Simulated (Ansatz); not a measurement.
**Random rock-salt alloy of ZrC and ZrN: a scan of the volume by script**

How does the cell respond to the volume?

Method: Kohn-Sham DFT, LDA, PAW set soft_1, plane waves, in Ansatz 0.2.0.

**1. Starting point**

The cell holds 64 atoms: 32 Zr, 28 N and 4 C. Its edges and angles: a = 9.184 Å, b = 9.184 Å, c = 9.184 Å, α = 90.0°, β = 90.0°, γ = 90.0°. Rock-salt ZrC, 2 x 2 x 2 conventional cells, 28 of 32 C sites given to N at random (x = 0.875), lattice by Vegard's rule (a = 4.592 A); displaced by a Gaussian of 0.02 A.

**2. Script and output**

The script builds the cell with ASE, from fixed seeds where it draws at random, so the run can be repeated from this text alone. The 2×2×2 mesh is chosen so that along the periodic directions points times cell width come to 18.3 Å or more. A smearing of 0.05 eV is typed, narrow for a metal. The PAW files are read from a folder beside the script (Ansatz's set soft_1), and the density starts from superposed atoms. These files were made with PBE and serve the other functionals as an approximation. The atoms are relaxed first, so that the scan starts at or near a minimum at this cell. No cutoff is typed, so the potentials' recommended one is used (420 eV). The cell is scaled with the atoms at fixed fractional positions, and a Birch–Murnaghan curve is fitted.

sweep.py

```python
import time
import warnings
import numpy as np
from ase.build import bulk
from ase.eos import EquationOfState
from ase.units import GPa
import ansatz as az

warnings.simplefilter("ignore", az.DeckWarning)
u = bulk('ZrC', 'rocksalt', a=4.5921, cubic=True)
atoms = u.repeat([2, 2, 2])
rng = np.random.default_rng(139)
sites = rng.permutation([a.index for a in atoms if a.symbol == 'C'])
new = ['N'] * 28
for k, e in zip(sites, new): atoms[k].symbol = e
atoms.rattle(0.02, seed=139)
atoms.wrap()
print("formula", atoms.get_chemical_formula(mode="reduce") if len(atoms) < 20 else atoms.get_chemical_formula())
print("cell (A, deg)", np.round(atoms.cell.cellpar(), 3))

def setup(atoms):
    return (
        az.Crystal.from_ase(atoms)
        .calculation()
        .functional("lda")
        .pseudopotentials("paw", azcp={"folder": "./paw"}, xc_functional="pbe")
        .kpoints(2, 2, 2)
        .occupations("gaussian", width=0.05)
    )

def gap_of(report):
    e = np.concatenate(report["eigenvalues_ev"]); f = np.concatenate(report["occupations"])
    f = f / f.max()  # a half-filled level counts on both sides, so the gap is then zero
    return e[f > 0.3].max(), e[f < 0.7].min()

def relaxed(atoms):
    steps = []
    calc = setup(atoms).relax(force_tolerance=0.03, max_steps=49).forces()
    keep = lambda event: steps.append(event["data"]) if event["event"] == "relax_step" and event["data"].get("accepted", True) else None
    try:
        az.Session.from_yaml(calc.to_yaml()).plan(threads=4).execute(on_event=keep)
    except az.NonConvergedError as error:
        print("relaxation stopped at the step limit:", str(error).split(". ")[0])
    final = atoms.copy()
    final.set_cell(steps[-1].get("cell_ang", atoms.cell))
    final.positions = steps[-1]["positions_ang"]
    print(f"{len(steps)} steps, energy change {steps[-1]['lagrangian_ev'] - steps[0]['lagrangian_ev']:+.3f} eV, largest force component {steps[-1]['allowed_force_max_ev_ang']:.3f} eV/A", flush=True)
    return final

start = time.time()
start_cell = relaxed(atoms)
start_cell.set_constraint()
print(f"relaxed first, in {time.time() - start:.0f} s")

rows = []
for x in [0.91, 0.94, 0.97, 1, 1.03, 1.06, 1.09]:
    a = start_cell.copy()
    a.set_cell(a.cell[:] * x ** (1 / 3), scale_atoms=True)
    try:
        r = setup(a).forces().stress().band_table().run(threads=4).report
    except az.AnsatzError as error:
        print(x, 'failed:', str(error)[:110])
        continue
    print(x, f"F = {r['free_energy_ev']:.4f} eV after {r['n_iterations']} iterations", flush=True)
    homo, lumo = gap_of(r)
    rows.append((x, r['free_energy_ev'], np.sqrt(np.mean(np.square(r['forces_ev_ang']))), max(lumo - homo, 0), np.trace(r['stress_gpa']) / 3))
low = min(e for _, e, *_ in rows)
print("      V/V0  E - Emin (meV/atom)  rms force (eV/A)  gap (eV)  P (GPa)")
for x, e, f, gap, p in rows:
    print(f"{x:10.3f} {1000 * (e - low) / len(atoms):20.2f} {f:17.3f} {gap:9.3f} {p:8.2f}")
eos = EquationOfState([x * atoms.get_volume() for x, *_ in rows], [e for _, e, *_ in rows], "birchmurnaghan")
v0, e0, b0 = eos.fit()
print(f"fit with the ions carried along unrelaxed: V0 = {v0 / len(atoms):.3f} A^3/atom ({v0 / atoms.get_volume():.3f} of the start), B0 = {b0 / GPa:.1f} GPa")
```

The run is started by

```console
$ python sweep.py
```

Log:

```text
formula C4N28Zr32
cell (A, deg) [ 9.184  9.184  9.184 90.    90.    90.   ]
5 steps, energy change -0.499 eV, largest force component 0.023 eV/A
relaxed first, in 148 s
0.91 F = -142037.9093 eV after 9 iterations
0.94 F = -142039.8921 eV after 9 iterations
0.97 F = -142040.4204 eV after 10 iterations
1 F = -142039.7088 eV after 10 iterations
1.03 F = -142037.9367 eV after 10 iterations
1.06 F = -142035.2829 eV after 11 iterations
1.09 F = -142031.8675 eV after 11 iterations
      V/V0  E - Emin (meV/atom)  rms force (eV/A)  gap (eV)  P (GPa)
     0.910                39.24             0.059     0.056    19.27
     0.940                 8.25             0.038     0.054     8.38
     0.970                 0.00             0.019     0.052    -0.88
     1.000                11.12             0.006     0.050    -8.74
     1.030                38.81             0.018     0.048   -15.42
     1.060                80.27             0.033     0.047   -21.08
     1.090               133.64             0.046     0.045   -25.88
fit with the ions carried along unrelaxed: V0 = 11.704 A^3/atom (0.967 of the start), B0 = 279.3 GPa
```

Wall time 7.6 min (4 threads of Arm Neoverse V2, shared host); peak memory 5.7 GiB; 30 min of CPU time.

**3. Results**

```yaml
lowest_point_of_the_scan: 0.97 times the starting volume
energy_range: 134 meV/atom
fitted_volume: 11.704 Å³/atom
fitted_bulk_modulus_ions_unrelaxed: 279.3 GPa
```

The lowest of the points computed is at 0.97 times the starting volume; the scan spans 134 meV/atom. With the ions carried along unrelaxed the modulus tends to lie above the relaxed one. Bands overlap or touch in every run, so the cell is a metal at this level and any non-zero gap printed is a spacing between sampled levels. A metal needs a dense mesh, and this one wasn't tested.

[Logs are printed without paths, hosts, clocks, repeated set-up lines and the standing remarks that a program may print on its own settings, such as how far it seeks lower states.]

[Hosts, paths, dates, database ids (printed as entryN), source tags and the programs' standing remarks are cut or masked in the printed files.]

[Scripts of this kind were picked in part by their result: those with far moves, changed bonds, near-zero gaps or large misses at database cells are mostly left out.]
